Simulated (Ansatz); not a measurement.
# Cl on Ag(111): change of the work function, part 3 of 3

How does Cl on the fcc site change the work function of Ag(111) as the layer fills?

Ansatz 0.2.0; plane-wave DFT, PBE, Ansatz PAW.

So far, work function, upper face (eV): step 2 (the clean slab) 4.47; step 3 (17 atoms, coverage 0.25 ML, cell 2x2) 5.62.

## (4) The covered slab, k-mesh 12×12×1, coverage 1 ML

System of this step: Cl/Ag(111). The cell holds 5 atoms: 4 Ag and 1 Cl. Cell: a = 2.892 Å, b = 2.892 Å, c = 27.081 Å, α = 90.0°, β = 90.0°, γ = 60.0°. Vacuum lies along c.

Another coverage, to see how the dipoles act on each other as their distance changes.

Input file input.yaml:

```yaml
crystal:
  lattice:
    - [2.8920667351, 0.0, 0.0]
    - [1.4460333675, 2.504603262, 0.0]
    - [0.0, 0.0, 27.0807276842]
  atoms:
    - { symbol: Ag, position: [0.0, 0.0, 0.3323396662] }
    - { symbol: Ag, position: [0.3333333333, 0.3333333333, 0.4195368283] }
    - { symbol: Ag, position: [0.6666666667, 0.6666666667, 0.5077427456] }
    - { symbol: Ag, position: [0.0, 0.0, 0.5967801695] }
    - { symbol: Cl, position: [0.3333333333, 0.3333333333, 0.6676603338] }
kpoints:
  mp_grid: { grid: [12, 12, 1] }
hamiltonian:
  xc: pbe
scf:
  occupations: { method: fermi_dirac, width: 0.1 }
  convergence: { dr2_threshold: 1.0e-08 }
efield:
  axis: 3
  dipole_correction: true
  ramp_position: 0.97
  ramp_width: 0.06
relax:
  f_tol: 0.02
  max_steps: 60
  constraints: [{ sites: [0, 1] }]
output:
  write_potential: true
  write_density: true
  volumetric_format: npy
```

On the command line:

```bash
> ansatz run input.yaml --threads 4 --pin off --max-ram 6144MiB --backend cpu --events-out ev --progress --plain --runs-dir out
```

Numbers of over 12 decimals in the logs are rounded to 6 here.

Output:

```text
[...]
Crystal: 5 atoms, lattice volume = 196.159 Å³
Basis set: ecut = 420 eV, 3823 PW (Γ), exchange–correlation on 40×40×384 points (8 copies of the dense FFT grid, shifted against one another)
Bands: 50, of which v1, the nominal top of the filled ones, is band 42 counted from 1 (41 counted from 0)
Symmetry: 6 space group operations
[...]
k-points: 19 of 144 (time reversal used)
[...]
SCF iter   1: F=—  HF=-31441.078257 eV  |F-HF|=—  |Δ(HF+E_count)|=         —  Δρ=1.20e-2  dr2=8.13e0  ethr=1.77e-3  p=-0.087 e·Å  D=-8.04e-2 V/Å  ΔV_dip=2.18 eV  dr2_dipole=4.18e0  V_vac-E_F(+/−)=6.02/3.85 eV  ⟨swp⟩=9.6  Hψ=4251  notcnv=0  defer=12
[...]
SCF iter  10: F=-31440.904307 eV  HF=-31440.904307 eV  |F-HF|=1.72e-9  |Δ(HF+E_count)|=   1.48e-9  Δρ=1.30e-6  dr2=6.87e-9  ethr=1.20e-11  p=-0.065 e·Å  D=-6.02e-2 V/Å  ΔV_dip=1.63 eV  dr2_dipole=2.41e-9  V_vac-E_F(+/−)=6.07/4.44 eV  ⟨swp⟩=8.1  Hψ=6612  notcnv=0
SCF 1 converged in 10 iterations: F = -31440.904307 eV  dr2 = 6.87e-9
[...]
relax step   1: F+E_penalty+E_count = -31440.90430691 eV  Δ(F+E_penalty+E_count) = +0.000e0 eV  max|allowed force component| = 1.267e0 eV/Å  Δτ_max = 0.0000 Å  (10 SCF iters, accepted)
[...]
SCF iter   8: F=-31441.020965 eV  HF=-31441.020965 eV  |F-HF|=6.34e-9  |Δ(HF+E_count)|=   2.18e-8  Δρ=9.52e-7  dr2=4.08e-9  ethr=1.20e-11  p=-0.070 e·Å  D=-6.46e-2 V/Å  ΔV_dip=1.75 eV  dr2_dipole=1.13e-10  V_vac-E_F(+/−)=6.20/4.45 eV  ⟨swp⟩=8.9  Hψ=6060  notcnv=0
SCF 2 converged in 8 iterations: F = -31441.020965 eV  dr2 = 4.08e-9
relax step   2: F+E_penalty+E_count = -31441.02096549 eV  Δ(F+E_penalty+E_count) = -1.167e-1 eV  max|allowed force component| = 4.918e-1 eV/Å  Δτ_max = 0.1356 Å  (8 SCF iters, accepted)
SCF iter   1: F=—  HF=-31441.058201 eV  |F-HF|=—  |Δ(HF+E_count)|=         —  Δρ=2.22e-3  dr2=1.43e-2  ethr=4.51e-4  p=-0.070 e·Å  D=-6.46e-2 V/Å  ΔV_dip=1.75 eV  dr2_dipole=2.18e-3  V_vac-E_F(+/−)=6.22/4.47 eV  ⟨swp⟩=4.3  Hψ=2220  notcnv=0  defer=35
[...]
SCF iter   8: F=-31441.055131 eV  HF=-31441.055131 eV  |F-HF|=4.10e-9  |Δ(HF+E_count)|=   4.99e-9  Δρ=7.56e-7  dr2=1.74e-9  ethr=1.20e-11  p=-0.075 e·Å  D=-6.88e-2 V/Å  ΔV_dip=1.86 eV  dr2_dipole=4.16e-11  V_vac-E_F(+/−)=6.34/4.47 eV  ⟨swp⟩=8.9  Hψ=5898  notcnv=0
SCF 3 converged in 8 iterations: F = -31441.055131 eV  dr2 = 1.74e-9
relax step   3: F+E_penalty+E_count = -31441.05513072 eV  Δ(F+E_penalty+E_count) = -3.417e-2 eV  max|allowed force component| = 2.708e-2 eV/Å  Δτ_max = 0.1383 Å  (8 SCF iters, accepted)
[...]
relax step   4: F+E_penalty+E_count = -31441.05529224 eV  Δ(F+E_penalty+E_count) = -1.615e-4 eV  max|allowed force component| = 2.807e-2 eV/Å  Δτ_max = 0.0237 Å  (7 SCF iters, accepted)
SCF iter   1: F=—  HF=-31441.055254 eV  |F-HF|=—  |Δ(HF+E_count)|=         —  Δρ=1.52e-4  dr2=4.77e-5  ethr=5.81e-7  p=-0.075 e·Å  D=-6.90e-2 V/Å  ΔV_dip=1.87 eV  dr2_dipole=1.82e-7  V_vac-E_F(+/−)=6.35/4.48 eV  ⟨swp⟩=3.1  Hψ=2206  notcnv=0  defer=35
[...]
SCF iter   6: F=-31441.055374 eV  HF=-31441.055374 eV  |F-HF|=1.38e-9  |Δ(HF+E_count)|=   6.01e-9  Δρ=8.27e-7  dr2=3.52e-9  ethr=1.20e-11  p=-0.075 e·Å  D=-6.90e-2 V/Å  ΔV_dip=1.87 eV  dr2_dipole=6.38e-10  V_vac-E_F(+/−)=6.35/4.48 eV  ⟨swp⟩=9.5  Hψ=6201  notcnv=0
SCF 5 converged in 6 iterations: F = -31441.055374 eV  dr2 = 3.52e-9
relax step   5: F+E_penalty+E_count = -31441.05537356 eV  Δ(F+E_penalty+E_count) = -8.131e-5 eV  max|allowed force component| = 7.370e-4 eV/Å  Δτ_max = 0.0065 Å  (6 SCF iters, accepted)
[...]
SCF converged after 6 iterations
Free energy (F): -31441.055374 eV
[...]
Internal energy: -31440.976637 eV  (E = F + TS)
E sigma→0 (E₀):  -31441.016005 eV
Entropy (-TS):   -0.078737 eV (-15.747 meV/atom)
Fermi energy:    3.544797 eV
Dipole field:    D = -0.069072 V/Å  (p = -0.074877 e·Å, saw-weighted, corrected)
Work function:   Φ+ = 6.3486 eV   Φ− = 4.4781 eV
[...]
--- Forces (eV/Å), atoms counted from 1 ---
  atom   1  Ag    -0.00000000    -0.00000000    -0.13940805
  atom   2  Ag     0.00000000    -0.00000000     0.14089122
  atom   3  Ag    -0.00000000    -0.00000000    -0.00034622
  atom   4  Ag    -0.00000000     0.00000000    -0.00073696
  atom   5  Cl    -0.00000000     0.00000000    -0.00039452
  max |Σ_I F_I| component: 5.48e-6 eV/Å
--- Band table (eV; the first three rows and the last of 19) ---
  k-point 0: bands = [... 38 lower, 0.5665, 0.5665, 0.8391, 3.2181, 4.2490, 4.2490, 6.5492, 7.8172, ... 4 higher]
  k-point 1: bands = [... 38 lower, 0.4118, 0.5712, 1.4064, 3.5279, 3.7412, 4.1449, 6.7044, 7.9888, ... 4 higher]
  k-point 2: bands = [... 38 lower, 0.5814, 0.7255, 2.1195, 2.5252, 3.8780, 4.3432, 7.1036, 8.4986, ... 4 higher]
  k-point 18: bands = [... 38 lower, 0.8751, 2.2606, 7.0041, 7.1852, 7.2831, 8.0013, 8.0405, 8.3027, ... 4 higher]
--- Relaxed structure (5 steps of the walk, 5 accepted, 0 SCFs on fresh bases) ---
  F+E_penalty+E_count = -31441.05537356 eV   max|allowed force component| = 7.370e-4 eV/Å
  atoms:
[...]
- { symbol: Ag, position: [0.333333, 0.333333, 0.419537] }
    - { symbol: Ag, position: [0.666667, 0.666667, 0.508682] }
[...]
- { symbol: Cl, position: [0.333333, 0.333333, 0.678516] }
```

It took 32 s on 4 threads of Arm Neoverse N1, shared host; peak memory 0.56 GiB; 2.1 min of CPU time.

The steps of the relaxation:

```csv
step,energy less that of the first step (eV),largest force component (eV/Å)
1,0.0000,1.2672
2,-0.1167,0.4918
3,-0.1508,0.0271
4,-0.1510,0.0281
5,-0.1511,0.0007
```

The run keeps the 6 symmetry operations that it works with, so distortions that break them were not tested.

The atoms that moved most (Å):

```
atom     dx     dy     dz  length
 Cl5  0.000  0.000  0.294   0.294
 Ag3  0.000  0.000  0.025   0.025
```

Final coordinates:

```xyz
5
Lattice="2.8921 0.0000 0.0000 1.4460 2.5046 0.0000 0.0000 0.0000 27.0807" Properties=species:S:1:pos:R:3
Ag    0.0000    0.0000    9.0000
Ag    1.4460    0.8349   11.3614
Ag    2.8921    1.6697   13.7755
Ag    0.0000    0.0000   16.1612
Cl    1.4460    0.8349   18.3747
```

Numbers from this step:

```yaml
energy_at_zero_smearing: -31441.0160 eV
work_function_upper_face: 6.349 eV
work_function_lower_face: 4.478 eV
dipole_along_the_normal: -0.07488 e·Å
step_between_the_vacuum_levels: 1.871 eV
```

Running mean over 2.361 Å of the planar mean; the ramp of the sawtooth is left out. Electron's electrostatic potential energy less the Fermi level against z:

```
z (Å)  electron's electrostatic potential energy less the Fermi level (eV)
    4                                                                 4.48
    5                                                                 4.47
    6                                                                 4.41
    7                                                                 3.52
    8                                                                -2.17
    9                                                                -5.75
   10                                                                -5.95
   11                                                                -6.01
   12                                                                -5.77
   13                                                                -5.69
   14                                                                -5.87
   15                                                                -5.72
   16                                                                -5.86
   17                                                                -5.66
   18                                                                -3.84
   19                                                                -1.41
   20                                                                 4.70
   21                                                                 6.30
   22                                                                 6.35
   23                                                                 6.35
```

The relaxation took 5 steps and lowered the energy by 0.15 eV; the largest force on the free atoms ends at 7.4e-4 eV/Å.

The covered face has 6.35 eV, +1.88 eV against the clean one; the bare back face has moved by +0.03 eV, a measure of how thin the slab is.

## (5) Work function against coverage

This step: plane-wave DFT, PBE, Ansatz PAW; work function against coverage (Ansatz 0.2.0).

The runs are now put side by side.

Numbers from this step:

| Property | Result |
| --- | --- |
| work function of the clean face | 4.469 eV |
| largest change of the work function | 1.879 eV |

The work function of the covered face by coverage:

```
coverage (adsorbates/nm²)  work function of the covered face (eV)
                     0.00                                    4.47
                     3.45                                    5.62
                    13.81                                    6.35
```

The dipole per adsorbate comes from the change of the cell's dipole. Coverage, by row:

| coverage (1/nm²) | coverage (ML) | work function (eV) | change (eV) | dipole per adsorbate, positive end outwards (debye) | mean height of the added atoms over the highest substrate atom (Å) |
| --- | --- | --- | --- | --- | --- |
| 3.451 | 0.25 | 5.623 | 1.154 | -0.855 | 2.032 |
| 13.81 | 1 | 6.349 | 1.879 | -0.356 | 2.214 |

## (6) What came out

| Property | Result |
| --- | --- |
| work function of the clean face | 4.47 eV |
| work function at 0.25 ML | 5.62 eV |
| work function at 1 ML | 6.35 eV |
| dipole per adsorbate at 0.25 ML, positive end outwards | -0.85 D |

What this shows: Cl raises the work function of Ag(111) at the lowest coverage, by 1.15 eV: the adsorbate layer has its negative end outwards. At the highest coverage the adsorbates are pressed to about 2.9 Å, closer than unbonded atoms of this kind usually come, so a real layer may not reach it. The slab has 4 layers, at the tabulated experimental lattice constant, one starting site was run, and quantum-size effects of a slab this thin can reach one or two tenths of an eV.

[Logs are printed without paths, hosts, clocks, repeated set-up lines and the standing remarks that a program may print on its own settings, such as how far it seeks lower states.]

[Hosts, paths, dates, database ids (printed as entryN), source tags and the programs' standing remarks are cut or masked in the printed files.]

[Maps of the electrostatic potential energy from Ansatz leave out the sawtooth potential of an applied field or a dipole correction, so their vacuum need not be flat; planar profiles and work functions include it.]
